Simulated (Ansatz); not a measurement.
# Stretching the linear Ir chain, part 2 of 3

Does stretching change the magnetism or the channel count of the linear Ir chain?

Ansatz 0.2.0; DFT RPBE, plane waves, PAW; relaxation of a chain's period (the session's first sound run).

So far, absolute moment (μB): step 2 (relaxing the period) 0.664.

**3. The chain at a fixed length, period over the relaxed period 0.88, k-mesh 1×1×40**

This step: DFT RPBE, plane waves, PAW; channels and complex bands of a perfect chain (Ansatz 0.2.0).

The period is set to 0.88 times the relaxed one: shorter bonds widen the bands.

The cell differs from the one that the last finished run ended in (c 2.296 → 2.020 Å).

input.yaml reads:

```yaml
crystal:
  lattice:
    - [7.5, 0.0, 0.0]
    - [0.0, 7.5, 0.0]
    - [0.0, 0.0, 2.0203158543]
  atoms:
    - { symbol: Ir, position: [0.5, 0.5, 0.0], spin: 0.47 }
magnetization:
  spin_polarized: true
kpoints:
  mp_grid: { grid: [1, 1, 40] }
scf:
  occupations: { method: fermi_dirac, width: 0.05 }
hamiltonian:
  xc: rpbe
output:
  transmission:
    e_range: [-2, 2]
    de: 0.035
    kmesh: [1, 1]
    reduced_basis: true
    leads: [[0, 0]]
  stress: true
```

Command:

```bash
$ ansatz run input.yaml --threads 4 --pin off --max-ram 8192MiB --backend cpu --events-out ev --progress --plain --runs-dir out
```

Numbers of over 12 decimals in the logs are rounded to 6 here.

The log of the run:

```text
[...]
Crystal: 1 atoms, lattice volume = 113.643 Å³
Basis set: ecut = 420 eV, 2223 PW (Γ)
Bands: 13, of which v1, the nominal top of the filled ones, is band 9 counted from 1 (8 counted from 0)
Symmetry: 16 space group operations
[...]
k-points: 21 of 40
[...]
Starting moments: Σ|m| = 0.47 μB on 1 of 1 site
[...]
SCF iter  10: F=-11944.015085 eV  HF=-11944.015085 eV  |F-HF|=3.84e-10  |Δ(HF+E_count)|=  5.75e-10  Δρ=3.85e-7 (↑3.85e-7 ↓2.81e-7)  dr2=4.77e-10  dr2_m=9.92e-12  M=0.386 μB ∫|m|=0.392 μB  ethr=7.42e-12  ⟨swp⟩=2.2  Hψ=1841  notcnv=0
SCF 1 converged in 10 iterations: F = -11944.015085 eV  dr2 = 4.77e-10
[...]
transmission: 6 of 36 steps passed
transmission: 9 of 36 steps passed
[...]
transmission: 36 of 36 steps passed
SCF converged after 10 iterations
Magnetization: 0.3860 μB (8.6930 up, 8.3070 down)
Absolute magnetization: 0.3917 μB (∫|ρ↑−ρ↓|, with the PAW one-centre terms)
[...]
Per-site moments (μB) at R_I (Å): [(0.247057, 0.833380)]
Free energy (F): -11944.015085 eV
[...]
Internal energy: -11944.003827 eV  (E = F + TS)
E sigma→0 (E₀):  -11944.009456 eV
Entropy (-TS):   -0.011259 eV (-11.259 meV/atom)
Fermi energy:    -1.310025 eV
[...]
--- Stress (GPa, compression-positive) ---
       -0.122559      -0.000000       0.000000
       -0.000000      -0.122559      -0.000000
        0.000000      -0.000000      33.090994
  P = ⅓ Tr σ = 10.9486 GPa (109.486 kbar)
--- Band table (eV; the first three rows and the last of 42) ---
  k-point 0 ↑: bands = [... 5 lower, -4.7259, -4.2206, -4.2155, 1.1037, 1.1037, 2.4960, 2.4960, 3.0525]
  k-point 1 ↑: bands = [... 5 lower, -4.7044, -4.2068, -4.2017, 0.9866, 0.9866, 2.5222, 2.5222, 3.0753]
  k-point 2 ↑: bands = [... 5 lower, -4.6401, -4.1656, -4.1606, 0.6557, 0.6557, 2.5973, 2.5973, 3.1438]
  k-point 20 ↓: bands = [... 5 lower, -8.4002, -1.0315, -1.0307, 0.5815, 5.7580, 10.5140, 10.5140, 11.4439]
--- Transmission ---
  basis      : 497 plane waves across, 3 finite elements along
  points     : 1, standing for a mesh of 1 x 1
  filling    : by the input's occupations and mesh, since the crystals that have channels conduct as metals do. If one of these is a semiconductor, that mesh has misplaced its level
  energies   : 115 from -2.000000 to 1.990000 eV about the Fermi level, 0.035000 eV apart; the leads are filled to 0.000000 eV, and channels, transmission and decay are at -0.005000 eV
  crystal 0  : Ir1, at the sites [0, 0], period 2.0203 Å: whole cells are its period
    offset         : up to 0.0000 Å between an atom of the period and one for which it stands
    filled         : 55.8 meV over the level at which it is neutral
    channels       : 4.000000e0 up, 6.000000e0 down
    conductance    : 6.9025e14 S/m² at 300 K; may be off by some 0.0 % by where its bands' edges are placed, 1.6 % from the distance to neutral
```

Wall time 23 s (4 threads of Arm Neoverse V2, shared host); peak memory 0.47 GiB; 73 s of CPU time.

Numbers from this step:

```
energy at zero smearing                                   : -11944.0095 eV
total moment                                              : 0.3860 μB
absolute moment                                           : 0.3917 μB
channels at the energy nearest the Fermi level, spin up   : 4
channels at the energy nearest the Fermi level, spin down : 6
conductance of the lead as this run defines it            : 5.011 G₀
band gap                                                  : 0 eV
```

Table of open channels of the lead by energy, zero at the Fermi level:

| energy (eV) | spin up | spin down |
| --- | --- | --- |
| -2.00 | 6 | 6 |
| -1.90 | 6 | 6 |
| -1.79 | 6 | 6 |
| -1.69 | 6 | 6 |
| -1.58 | 6 | 6 |
| -1.48 | 6 | 6 |
| -1.37 | 6 | 6 |
| -1.23 | 6 | 6 |
| -1.12 | 6 | 6 |
| -1.02 | 6 | 6 |
| -0.92 | 6 | 6 |
| -0.81 | 6 | 6 |
| -0.70 | 6 | 6 |
| -0.60 | 6 | 6 |
| -0.49 | 6 | 6 |
| -0.39 | 6 | 6 |
| -0.28 | 6 | 6 |
| -0.18 | 6 | 6 |
| -0.07 | 4 | 6 |
| -0.01 | 4 | 6 |
| 0.07 | 4 | 6 |
| 0.17 | 4 | 6 |
| 0.28 | 4 | 6 |
| 0.38 | 4 | 4 |
| 0.48 | 4 | 4 |
| 0.59 | 4 | 4 |
| 0.69 | 4 | 4 |
| 0.80 | 4 | 4 |
| 0.91 | 4 | 4 |
| 1.01 | 4 | 4 |
| 1.11 | 4 | 4 |
| 1.22 | 4 | 4 |
| 1.36 | 4 | 4 |
| 1.47 | 4 | 4 |
| 1.57 | 3 | 4 |
| 1.68 | 3 | 4 |
| 1.78 | 3 | 4 |
| 1.89 | 3 | 4 |
| 1.99 | 3 | 3 |

Site moment by atom:

| atom | site moment (μB) |
| --- | --- |
| Ir1 | 0.247 |

At the computed energy nearest the Fermi level there are 4 spin-up and 6 spin-down channels, and the thermal average gives 5.01 G₀.

**4. At a set period, period over the relaxed period 0.92, k-mesh 1×1×38**

The period is set to 0.92 times the relaxed one: shorter bonds widen the bands.

The cell differs from the one that the last finished run ended in (c 2.020 → 2.112 Å).

input.yaml, as its differences from that of step 3:

```diff
@@ -4,3 +4,3 @@
     - [0.0, 7.5, 0.0]
-    - [0.0, 0.0, 2.0203158543]
+    - [0.0, 0.0, 2.1121483932]
   atoms:
@@ -10,3 +10,3 @@
 kpoints:
-  mp_grid: { grid: [1, 1, 40] }
+  mp_grid: { grid: [1, 1, 38] }
 scf:
```

The log of the run:

```text
[...]
Crystal: 1 atoms, lattice volume = 118.808 Å³
Basis set: ecut = 420 eV, 2335 PW (Γ)
Bands: 13, of which v1, the nominal top of the filled ones, is band 9 counted from 1 (8 counted from 0)
Symmetry: 16 space group operations
[...]
k-points: 20 of 38
[...]
Starting moments: Σ|m| = 0.47 μB on 1 of 1 site
[...]
--- Transmission ---
  basis      : 497 plane waves across, 3 finite elements along
  points     : 1, standing for a mesh of 1 x 1
[...]
crystal 0  : Ir1, at the sites [0, 0], period 2.1121 Å: whole cells are its period
[...]
filled         : 29.9 meV over the level at which it is neutral
    channels       : 4.000000e0 up, 6.000000e0 down
[...]
[key lines of the parts left out:]
SCF converged after 11 iterations
Magnetization: 0.5155 μB (8.7577 up, 8.2423 down)
Free energy (F): -11944.817206 eV
Fermi energy:    -1.687952 eV
P = ⅓ Tr σ = 5.6823 GPa (56.823 kbar)
```

Elapsed: 21 s, on 4 threads; peak memory 0.45 GiB.

At the computed energy nearest the Fermi level there are 4 spin-up and 6 spin-down channels, and the thermal average gives 5.00 G₀.

**5. At a set period, period over the relaxed period 0.96, k-mesh 1×1×37**

The period is set to 0.96 times the relaxed one: shorter bonds widen the bands.

The cell differs from the one that the last finished run ended in (c 2.112 → 2.204 Å).

input.yaml, as its differences from that of step 4:

```diff
@@ -4,3 +4,3 @@
     - [0.0, 7.5, 0.0]
-    - [0.0, 0.0, 2.1121483932]
+    - [0.0, 0.0, 2.203980932]
   atoms:
@@ -10,3 +10,3 @@
 kpoints:
-  mp_grid: { grid: [1, 1, 38] }
+  mp_grid: { grid: [1, 1, 37] }
 scf:
```

The log of the run:

```text
[...]
Crystal: 1 atoms, lattice volume = 123.974 Å³
Basis set: ecut = 420 eV, 2447 PW (Γ)
Bands: 13, of which v1, the nominal top of the filled ones, is band 9 counted from 1 (8 counted from 0)
Symmetry: 16 space group operations
[...]
k-points: 19 of 37
[...]
Starting moments: Σ|m| = 0.47 μB on 1 of 1 site
[...]
--- Transmission ---
  basis      : 497 plane waves across, 3 finite elements along
  points     : 1, standing for a mesh of 1 x 1
[...]
crystal 0  : Ir1, at the sites [0, 0], period 2.2040 Å: whole cells are its period
[...]
filled         : 8.9 meV over the level at which it is neutral
    channels       : 4.000000e0 up, 6.000000e0 down
[...]
[key lines of the parts left out:]
SCF converged after 10 iterations
Magnetization: 0.6111 μB (8.8055 up, 8.1945 down)
Free energy (F): -11945.198949 eV
Fermi energy:    -1.986281 eV
P = ⅓ Tr σ = 2.1580 GPa (21.580 kbar)
```

The job ended after 19 s (4 threads; peak memory 0.43 GiB).

At the computed energy nearest the Fermi level there are 4 spin-up and 6 spin-down channels, and the thermal average gives 5.00 G₀.

**6. At a set period, period over the relaxed period 1, k-mesh 1×1×35**

The period is set to 1.0 times the relaxed one, as the point of reference.

input.yaml, as its differences from that of step 5:

```diff
@@ -4,3 +4,3 @@
     - [0.0, 7.5, 0.0]
-    - [0.0, 0.0, 2.203980932]
+    - [0.0, 0.0, 2.2958134708]
   atoms:
@@ -10,3 +10,3 @@
 kpoints:
-  mp_grid: { grid: [1, 1, 37] }
+  mp_grid: { grid: [1, 1, 35] }
 scf:
```

The log of the run:

```text
[...]
Crystal: 1 atoms, lattice volume = 129.140 Å³
Basis set: ecut = 420 eV, 2527 PW (Γ)
Bands: 13, of which v1, the nominal top of the filled ones, is band 9 counted from 1 (8 counted from 0)
Symmetry: 16 space group operations
[...]
k-points: 18 of 35
[...]
Starting moments: Σ|m| = 0.47 μB on 1 of 1 site
[...]
--- Transmission ---
  basis      : 497 plane waves across, 3 finite elements along
  points     : 1, standing for a mesh of 1 x 1
[...]
crystal 0  : Ir1, at the sites [0, 0], period 2.2958 Å: whole cells are its period
[...]
filled         : 4.9 meV under the level at which it is neutral
    channels       : 4.000000e0 up, 6.000000e0 down
[...]
[key lines of the parts left out:]
SCF converged after 10 iterations
Magnetization: 0.6785 μB (8.8392 up, 8.1608 down)
Free energy (F): -11945.301311 eV
Fermi energy:    -2.257793 eV
P = ⅓ Tr σ = -0.1050 GPa (-1.050 kbar)
```

It took 18 s on 4 threads; peak memory 0.42 GiB; 57 s of CPU time.

Open channels of the lead against energy, zero at the Fermi level:

| energy (eV) | spin up | spin down |
| --- | --- | --- |
| -2.000 | 4 | 3 |
| -1.790 | 6 | 4 |
| -1.615 | 6 | 4 |
| -1.405 | 6 | 4 |
| -1.195 | 6 | 6 |
| -0.985 | 6 | 6 |
| -0.810 | 6 | 6 |
| -0.600 | 6 | 6 |
| -0.390 | 6 | 6 |
| -0.215 | 4 | 6 |
| -0.005 | 4 | 6 |
| 0.205 | 4 | 6 |
| 0.415 | 4 | 4 |
| 0.590 | 4 | 4 |
| 0.800 | 3 | 4 |
| 1.010 | 3 | 4 |
| 1.185 | 3 | 3 |
| 1.395 | 3 | 3 |
| 1.605 | 3 | 3 |
| 1.815 | 3 | 3 |

At the computed energy nearest the Fermi level there are 4 spin-up and 6 spin-down channels, and the thermal average gives 5.00 G₀.

**7. The chain at a fixed length, period over the relaxed period 1.04, k-mesh 1×1×34**

The period is set to 1.04 times the relaxed one: longer bonds narrow the bands.

The cell differs from the one that the last finished run ended in (c 2.296 → 2.388 Å).

input.yaml, as its differences from that of step 6:

```diff
@@ -4,3 +4,3 @@
     - [0.0, 7.5, 0.0]
-    - [0.0, 0.0, 2.2958134708]
+    - [0.0, 0.0, 2.3876460097]
   atoms:
@@ -10,3 +10,3 @@
 kpoints:
-  mp_grid: { grid: [1, 1, 35] }
+  mp_grid: { grid: [1, 1, 34] }
 scf:
```

The log of the run:

```text
[...]
Crystal: 1 atoms, lattice volume = 134.305 Å³
Basis set: ecut = 420 eV, 2615 PW (Γ)
Bands: 13, of which v1, the nominal top of the filled ones, is band 9 counted from 1 (8 counted from 0)
Symmetry: 16 space group operations
[...]
k-points: 18 of 34
[...]
Starting moments: Σ|m| = 0.47 μB on 1 of 1 site
[...]
--- Transmission ---
  basis      : 497 plane waves across, 3 finite elements along
  points     : 1, standing for a mesh of 1 x 1
[...]
crystal 0  : Ir1, at the sites [0, 0], period 2.3876 Å: whole cells are its period
[...]
filled         : 4.2 meV under the level at which it is neutral
    channels       : 4.000000e0 up, 6.000000e0 down
[...]
[key lines of the parts left out:]
SCF converged after 10 iterations
Magnetization: 0.7511 μB (8.8756 up, 8.1244 down)
Free energy (F): -11945.222273 eV
Fermi energy:    -2.436529 eV
P = ⅓ Tr σ = -1.5621 GPa (-15.621 kbar)
```

It took 17 s on 4 threads; peak memory 0.42 GiB; 55 s of CPU time.

At the computed energy nearest the Fermi level there are 4 spin-up and 6 spin-down channels, and the thermal average gives 5.00 G₀. The change of length costs 0.080 eV a cell and leaves an absolute moment of 0.75 μB a cell.

**8. The chain at a fixed length, period over the relaxed period 1.08, k-mesh 1×1×33**

The period is set to 1.08 times the relaxed one: longer bonds narrow the bands.

The cell differs from the one that the last finished run ended in (c 2.388 → 2.479 Å).

input.yaml, as its differences from that of step 7:

```diff
@@ -4,3 +4,3 @@
     - [0.0, 7.5, 0.0]
-    - [0.0, 0.0, 2.3876460097]
+    - [0.0, 0.0, 2.4794785485]
   atoms:
@@ -10,3 +10,3 @@
 kpoints:
-  mp_grid: { grid: [1, 1, 34] }
+  mp_grid: { grid: [1, 1, 33] }
 scf:
```

The log of the run:

```text
[...]
Crystal: 1 atoms, lattice volume = 139.471 Å³
Basis set: ecut = 420 eV, 2729 PW (Γ)
Bands: 13, of which v1, the nominal top of the filled ones, is band 9 counted from 1 (8 counted from 0)
Symmetry: 16 space group operations
[...]
k-points: 17 of 33
[...]
Starting moments: Σ|m| = 0.47 μB on 1 of 1 site
[...]
--- Transmission ---
  basis      : 497 plane waves across, 4 finite elements along
  points     : 1, standing for a mesh of 1 x 1
[...]
crystal 0  : Ir1, at the sites [0, 0], period 2.4795 Å: whole cells are its period
[...]
filled         : 0.8 meV under the level at which it is neutral
    channels       : 4.000000e0 up, 6.000000e0 down
[...]
[key lines of the parts left out:]
SCF converged after 12 iterations
Magnetization: 1.2815 μB (9.1408 up, 7.8592 down)
Free energy (F): -11945.037901 eV
Fermi energy:    -2.581041 eV
P = ⅓ Tr σ = -2.1584 GPa (-21.584 kbar)
```

Elapsed: 25 s, on 4 threads; peak memory 0.47 GiB; 83 s of CPU time.

At the computed energy nearest the Fermi level there are 4 spin-up and 6 spin-down channels, and the thermal average gives 4.84 G₀. The change of length costs 0.267 eV a cell and leaves an absolute moment of 1.28 μB a cell.

Between step 3 and this run (period over the relaxed period 1.08 and k-mesh 1×1×33) the value for the conductance of the lead as this run defines it moves from 5.01 G₀ to 4.84 G₀ (-3 %).

**9. The chain at a fixed length, period over the relaxed period 1.13, k-mesh 1×1×31**

The period is set to 1.13 times the relaxed one: longer bonds narrow the bands.

The cell differs from the one that the last finished run ended in (c 2.479 → 2.594 Å).

input.yaml, as its differences from that of step 8:

```diff
@@ -4,3 +4,3 @@
     - [0.0, 7.5, 0.0]
-    - [0.0, 0.0, 2.4794785485]
+    - [0.0, 0.0, 2.594269222]
   atoms:
@@ -10,3 +10,3 @@
 kpoints:
-  mp_grid: { grid: [1, 1, 33] }
+  mp_grid: { grid: [1, 1, 31] }
 scf:
```

The log of the run:

```text
[...]
Crystal: 1 atoms, lattice volume = 145.928 Å³
Basis set: ecut = 420 eV, 2857 PW (Γ)
Bands: 13, of which v1, the nominal top of the filled ones, is band 9 counted from 1 (8 counted from 0)
Symmetry: 16 space group operations
[...]
k-points: 16 of 31
[...]
Starting moments: Σ|m| = 0.47 μB on 1 of 1 site
[...]
--- Transmission ---
  basis      : 497 plane waves across, 4 finite elements along
  points     : 1, standing for a mesh of 1 x 1
[...]
crystal 0  : Ir1, at the sites [0, 0], period 2.5943 Å: whole cells are its period
[...]
filled         : 5.1 meV under the level at which it is neutral
    channels       : 3.000000e0 up, 6.000000e0 down
[...]
[key lines of the parts left out:]
SCF converged after 10 iterations
Magnetization: 1.4838 μB (9.2419 up, 7.7581 down)
Free energy (F): -11944.749671 eV
Fermi energy:    -2.682884 eV
P = ⅓ Tr σ = -2.6437 GPa (-26.437 kbar)
```

The job ended after 24 s (4 threads; peak memory 0.44 GiB; 75 s of CPU time).

At the computed energy nearest the Fermi level there are 3 spin-up and 6 spin-down channels, and the thermal average gives 4.50 G₀. The change of length costs 0.558 eV a cell and leaves an absolute moment of 1.49 μB a cell.

For the conductance of the lead as this run defines it, step 3 gave 5.01 G₀; this run, with period over the relaxed period 1.13 and k-mesh 1×1×31, gives 4.50 G₀ (-10 %).

**10. At a set period, period over the relaxed period 1.2, k-mesh 1×1×30**

The period is set to 1.2 times the relaxed one: longer bonds narrow the bands.

The cell differs from the one that the last finished run ended in (c 2.594 → 2.755 Å).

input.yaml, as its differences from that of step 9:

```diff
@@ -4,3 +4,3 @@
     - [0.0, 7.5, 0.0]
-    - [0.0, 0.0, 2.594269222]
+    - [0.0, 0.0, 2.754976165]
   atoms:
@@ -10,3 +10,3 @@
 kpoints:
-  mp_grid: { grid: [1, 1, 31] }
+  mp_grid: { grid: [1, 1, 30] }
 scf:
```

The log of the run:

```text
[...]
Crystal: 1 atoms, lattice volume = 154.967 Å³
Basis set: ecut = 420 eV, 3089 PW (Γ)
Bands: 13, of which v1, the nominal top of the filled ones, is band 9 counted from 1 (8 counted from 0)
Symmetry: 16 space group operations
[...]
k-points: 16 of 30
[...]
Starting moments: Σ|m| = 0.47 μB on 1 of 1 site
[...]
--- Transmission ---
  basis      : 497 plane waves across, 4 finite elements along
  points     : 1, standing for a mesh of 1 x 1
[...]
crystal 0  : Ir1, at the sites [0, 0], period 2.7550 Å: whole cells are its period
[...]
filled         : 0.1 meV over the level at which it is neutral
    channels       : 1.000000e0 up, 4.000000e0 down
[...]
[key lines of the parts left out:]
SCF converged after 22 iterations
Magnetization: 2.3857 μB (9.6929 up, 7.3071 down)
Free energy (F): -11944.388216 eV
Fermi energy:    -2.534121 eV
P = ⅓ Tr σ = -1.9060 GPa (-19.060 kbar)
```

It took 31 s on 4 threads; peak memory 0.51 GiB.

At the computed energy nearest the Fermi level there are 1 spin-up and 4 spin-down channels, and the thermal average gives 2.52 G₀. The change of length costs 0.911 eV a cell and leaves an absolute moment of 2.39 μB a cell.

Between step 3 and this run (period over the relaxed period 1.2 and k-mesh 1×1×30) the value for the conductance of the lead as this run defines it moves from 5.01 G₀ to 2.52 G₀ (-50 %).

**11. The chain at a fixed length, period over the relaxed period 1.3, k-mesh 1×1×27**

The period is set to 1.3 times the relaxed one: longer bonds narrow the bands.

The cell differs from the one that the last finished run ended in (c 2.755 → 2.985 Å).

input.yaml, as its differences from that of step 10:

```diff
@@ -4,3 +4,3 @@
     - [0.0, 7.5, 0.0]
-    - [0.0, 0.0, 2.754976165]
+    - [0.0, 0.0, 2.9845575121]
   atoms:
@@ -10,3 +10,3 @@
 kpoints:
-  mp_grid: { grid: [1, 1, 30] }
+  mp_grid: { grid: [1, 1, 27] }
 scf:
```

The log of the run:

```text
[...]
Crystal: 1 atoms, lattice volume = 167.881 Å³
Basis set: ecut = 420 eV, 3289 PW (Γ)
Bands: 13, of which v1, the nominal top of the filled ones, is band 9 counted from 1 (8 counted from 0)
Symmetry: 16 space group operations
[...]
k-points: 14 of 27
[...]
Starting moments: Σ|m| = 0.47 μB on 1 of 1 site
[...]
--- Transmission ---
  basis      : 497 plane waves across, 4 finite elements along
  points     : 1, standing for a mesh of 1 x 1
[...]
crystal 0  : Ir1, at the sites [0, 0], period 2.9846 Å: whole cells are its period
[...]
filled         : 11.2 meV over the level at which it is neutral
    channels       : 1.000000e0 up, 4.000000e0 down
[...]
[key lines of the parts left out:]
SCF converged after 11 iterations
Magnetization: 2.4071 μB (9.7036 up, 7.2964 down)
Free energy (F): -11943.912749 eV
Fermi energy:    -2.671066 eV
P = ⅓ Tr σ = -2.1217 GPa (-21.217 kbar)
```

Wall time 20 s (4 threads); peak memory 0.4 GiB; 59 s of CPU time.

Open channels of the lead against energy, zero at the Fermi level:

| energy (eV) | spin up | spin down |
| --- | --- | --- |
| -2.00 | 4 | 1 |
| -1.90 | 3 | 1 |
| -1.79 | 3 | 1 |
| -1.69 | 4 | 1 |
| -1.58 | 4 | 1 |
| -1.48 | 4 | 1 |
| -1.37 | 5 | 1 |
| -1.23 | 5 | 1 |
| -1.12 | 4 | 1 |
| -1.02 | 3 | 3 |
| -0.92 | 3 | 3 |
| -0.81 | 3 | 3 |
| -0.70 | 3 | 3 |
| -0.60 | 1 | 3 |
| -0.49 | 1 | 4 |
| -0.39 | 1 | 4 |
| -0.28 | 1 | 5 |
| -0.18 | 1 | 4 |
| -0.07 | 1 | 4 |
| -0.01 | 1 | 4 |
| 0.07 | 1 | 4 |
| 0.17 | 1 | 4 |
| 0.28 | 1 | 4 |
| 0.38 | 1 | 4 |
| 0.48 | 1 | 5 |
| 0.59 | 1 | 4 |
| 0.69 | 1 | 4 |
| 0.80 | 1 | 1 |
| 0.91 | 1 | 1 |
| 1.01 | 1 | 1 |
| 1.11 | 1 | 1 |
| 1.22 | 1 | 1 |
| 1.36 | 1 | 1 |
| 1.47 | 1 | 1 |
| 1.57 | 1 | 1 |
| 1.68 | 1 | 1 |
| 1.78 | 1 | 1 |
| 1.89 | 1 | 1 |
| 1.99 | 1 | 1 |

At the computed energy nearest the Fermi level there are 1 spin-up and 4 spin-down channels, and the thermal average gives 2.50 G₀. The change of length costs 1.387 eV a cell and leaves an absolute moment of 2.41 μB a cell.

[end of part 2 of 3]

[Logs are printed without paths, hosts, clocks, repeated set-up lines and the standing remarks that a program may print on its own settings, such as how far it seeks lower states.]

[Hosts, paths, dates, database ids (printed as entryN), source tags and the programs' standing remarks are cut or masked in the printed files.]
